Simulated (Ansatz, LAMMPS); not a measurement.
# Squeezing and shearing glassy 75Sc2O3-25SiO2 (mol %) (72 atoms), part 4 of 4

Aim: relax glassy 75Sc2O3-25SiO2 (mol %) (72 atoms), then change its volume and shape to read moduli from the stress.

Ansatz 0.2.0; Kohn-Sham DFT, PBE, PAW (set soft_1), plane waves.

The cell: 24 Sc, 4 Si and 44 O. The quench rate of 20 K/ps is many orders above laboratory rates. The starting topology of bonds comes from the classical model. Sampling is at Γ alone.

So far. Step 11 (Compressed by 1 % along x): The relaxation converged after 8 steps, 0.0459 eV below its start, with a largest force component of 0.016 eV/Å. Step 11 (Compressed by 1 % along x): Compressed by 1 % along x: the energy stands 0.0414 eV above that of the reference, at a pressure of 0.969 GPa.

### Step 12. Sheared by 2 % in xy

A shear of the relaxed cell gives the modulus that volume changes can't reach.

Input file input.yaml:

```yaml
crystal:
  lattice:
    - [9.91888, 0.02175, -0.16647]
    - [0.01832, 9.5759, 0.1081]
    - [-0.16539, 0.10644, 9.67886]
  atoms:
    [... the 72 atom lines of step 4 ...]
kpoints:
  mp_grid: { grid: [1, 1, 1] }
hamiltonian:
  xc: pbe
  pseudopotentials: { kind: paw, azcp: { folder: soft_1 } }
scf:
  occupations: { method: fermi_dirac, width: 0.05 }
output:
  forces: true
  eigenvalues: true
  stress: true
relax:
  f_tol: 0.05
  max_steps: 70
```

The run is started by

```
ansatz run input.yaml --threads 4 --pin off --max-ram 8192MiB --backend cpu --events-out ev --progress --plain --runs-dir out
```

Numbers of over 12 decimals in the logs are rounded to 6 here.

The log of the run:

```text
[...]
Crystal: 72 atoms, lattice volume = 918.937 Å³
Basis set: ecut = 420 eV, 17953 PW (Γ), exchange–correlation on 144×144×144 points (8 copies of the dense FFT grid, shifted against one another)
Bands: 344, of which v1, the nominal top of the filled ones, is band 272 counted from 1 (271 counted from 0)
Symmetry: 1 space group operations
[...]
k-points: 1
[...]
SCF iter   1: F=—  HF=-78916.589051 eV  |F-HF|=—  |Δ(HF+E_count)|=         —  Δρ=7.40e-2  dr2=1.43e2  ethr=3.10e-3  ⟨swp⟩=5.0  Hψ=1277  notcnv=0  defer=20
[...]
SCF iter  14: F=—  HF=-78896.904390 eV  |F-HF|=—  |Δ(HF+E_count)|=   4.11e-4  Δρ=1.58e-4  dr2=2.48e-4  ethr=2.49e-7  ⟨swp⟩=3.0  Hψ=521  notcnv=0  defer=63
SCF iter  15: F=-78896.904395 eV  HF=-78896.904402 eV  |F-HF|=7.78e-6  |Δ(HF+E_count)|=   1.20e-5  Δρ=5.28e-5  dr2=3.66e-5  ethr=1.15e-8  ⟨swp⟩=16.0  Hψ=2071  notcnv=0
SCF 1 converged in 15 iterations: F = -78896.904395 eV  dr2 = 3.66e-5
[...]
relax step   1: F+E_penalty+E_count = -78896.90439453 eV  Δ(F+E_penalty+E_count) = +0.000e0 eV  max|allowed force component| = 4.147e-1 eV/Å  Δτ_max = 0.0000 Å  (15 SCF iters, dr2 threshold 6.25e-5 eV, accepted)
[...]
relax step   2: F+E_penalty+E_count = -78896.93305920 eV  Δ(F+E_penalty+E_count) = -2.866e-2 eV  max|allowed force component| = 2.857e-1 eV/Å  Δτ_max = 0.0177 Å  (5 SCF iters, dr2 threshold 1.07e-5 eV, accepted)
[...]
relax step   3: F+E_penalty+E_count = -78896.94554049 eV  Δ(F+E_penalty+E_count) = -1.248e-2 eV  max|allowed force component| = 1.377e-1 eV/Å  Δτ_max = 0.0112 Å  (6 SCF iters, dr2 threshold 5.10e-6 eV, accepted)
relax step   4: F+E_penalty+E_count = -78896.93052658 eV  Δ(F+E_penalty+E_count) = +1.501e-2 eV  max|allowed force component| = 1.568e-1 eV/Å  Δτ_max = 0.2000 Å  (7 SCF iters, dr2 threshold 4.41e-6 eV, rejected (line search))
[...]
relax step   5: F+E_penalty+E_count = -78896.95431605 eV  Δ(F+E_penalty+E_count) = -8.776e-3 eV  max|allowed force component| = 2.135e-2 eV/Å  Δτ_max = 0.0962 Å  (9 SCF iters, accepted)
SCF converged after 9 iterations
Free energy (F): -78896.954316 eV
[...]
Internal energy: -78896.954316 eV  (E = F + TS)
E sigma→0 (E₀):  -78896.954316 eV
Fermi energy:    8.629633 eV
[...]
Σ components = -78896.954316   (vs F -78896.954316, Δ=0.00e0)
--- Forces (eV/Å), atoms counted from 1 ---
  atom   1  Sc     0.00694817    -0.00111088    -0.00501371
  atom   2  Sc    -0.00607397    -0.00069422     0.00179784
  atom   3  Sc    -0.00401204    -0.00464675    -0.00384935
  atom   4  Sc    -0.00823791     0.00106526     0.00052962
[...]
atom  72  O      0.00180565    -0.00258522     0.00466068
  max |Σ_I F_I| component: 1.60e-4 eV/Å
--- Stress (GPa, compression-positive) ---
        0.378150      -0.980118      -0.011293
       -0.980116       0.207584       0.092348
       -0.011291       0.092349      -0.047713
  P = ⅓ Tr σ = 0.1793 GPa (1.793 kbar)
--- Band table (eV) ---
[...]
--- Relaxed structure (5 steps of the walk, 4 accepted, 0 SCFs on fresh bases) ---
  F+E_penalty+E_count = -78896.95431605 eV   max|allowed force component| = 2.135e-2 eV/Å
  atoms:
    - { symbol: Sc, position: [0.677803, 0.386285, 0.197352] }
    - { symbol: Sc, position: [0.466158, 0.989703, 0.948779] }
    - { symbol: Sc, position: [0.673102, 0.249917, 0.909212] }
    - { symbol: Sc, position: [0.480303, 0.254431, 0.460188] }
[...]
- { symbol: O, position: [0.669536, 0.991843, 0.902793] }
```

It took 55 s on 4 threads of Arm Neoverse V2, shared host; peak memory 1.3 GiB.

The relaxation converged after 5 steps, 0.0499 eV below its start, with a largest force component of 0.021 eV/Å.

Sheared by 2 % in xy: the energy stands 0.0545 eV above that of the reference, at a pressure of 0.179 GPa.

### Step 13. Pressure against volume

Atoms are relaxed at each volume, in the scaled cell.

```csv
volume change (%),volume (Å³/atom),energy change (meV/atom),pressure (GPa),largest move on relaxing (Å),bonds,gap (eV)
-10,11.488,37.09,10.12,0.92,155,3.93
-6,11.998,13.50,5.22,0.77,152,3.87
-3,12.381,3.43,2.90,0.29,149,3.91
+0,12.764,0.00,0.00,-,147,3.83
+3,13.147,3.21,-2.63,0.19,143,3.76
+6,13.530,12.21,-4.92,0.33,142,3.73
```

### Step 14. Uniaxial strain and shear

Stress (GPa, compression positive) less that of the relaxed cell, atoms relaxed:

```csv
strain,xx,yy,zz,xy,energy change (meV/atom)
stretched by 1 % along x,-1.142,-0.781,-0.498,0.181,0.49
compressed by 1 % along x,1.420,0.905,0.585,-0.154,0.57
sheared by 2 % in xy,0.358,0.233,-0.049,-0.977,0.76
```

### Step 15. What came out

The bulk modulus, from the slope of pressure against ln V over the three points nearest the relaxed volume, is 92.2 GPa; between neighbouring points the slope runs 113, 74, 95, 89 and 80 GPa from the smallest volume up, without a steady fall, so no pressure derivative is given. The count of bonds runs from 142 to 155 over the series, so at some points contacts cross the cutoffs. At -10 % and -6 % some atom moved by over 0.5 Å on relaxing, so those points may sit in another local minimum. The gap goes from 3.93 eV at the smallest volume to 3.73 eV at the largest, -1.2 eV per unit of ln V by a straight line, not monotonically (lowest 3.73, highest 3.93 eV), on the run's k-points. In the Cartesian axes of the cell, finite differences give C11 = 128, C12 = 84.3, C13 = 54.2 and C66 = 48.8 GPa (the shear of 2 % is the engineering strain, εxy = 0.01). The mean of C11, C12 and C13, which equals the bulk modulus in a cubic or isotropic solid, is 88.9 GPa: it agrees with the bulk modulus within 10 %. For an isotropic solid C66 would equal (C11 − C12)/2 = 21.9 GPa; so small a sample needn't be isotropic, and C66 rests on one shear. The two differ too much for isotropic moduli to be formed.

Caveats: Strains are finite and relaxations stop at the force tolerance of the input, which can leave moduli too stiff; they are those of a static cell at zero temperature. Volumes are changed with the cell's shape held, so in an anisotropic solid the modulus lies over the one under free hydrostatic load. The program notes that the SCF threshold of the relaxations is loose for the stress.

The DFT runs together took 14 min of wall time.

[Logs are printed without paths, hosts, clocks, repeated set-up lines and the standing remarks that a program may print on its own settings, such as how far it seeks lower states.]

[Hosts, paths, dates, database ids (printed as entryN), source tags and the programs' standing remarks are cut or masked in the printed files.]
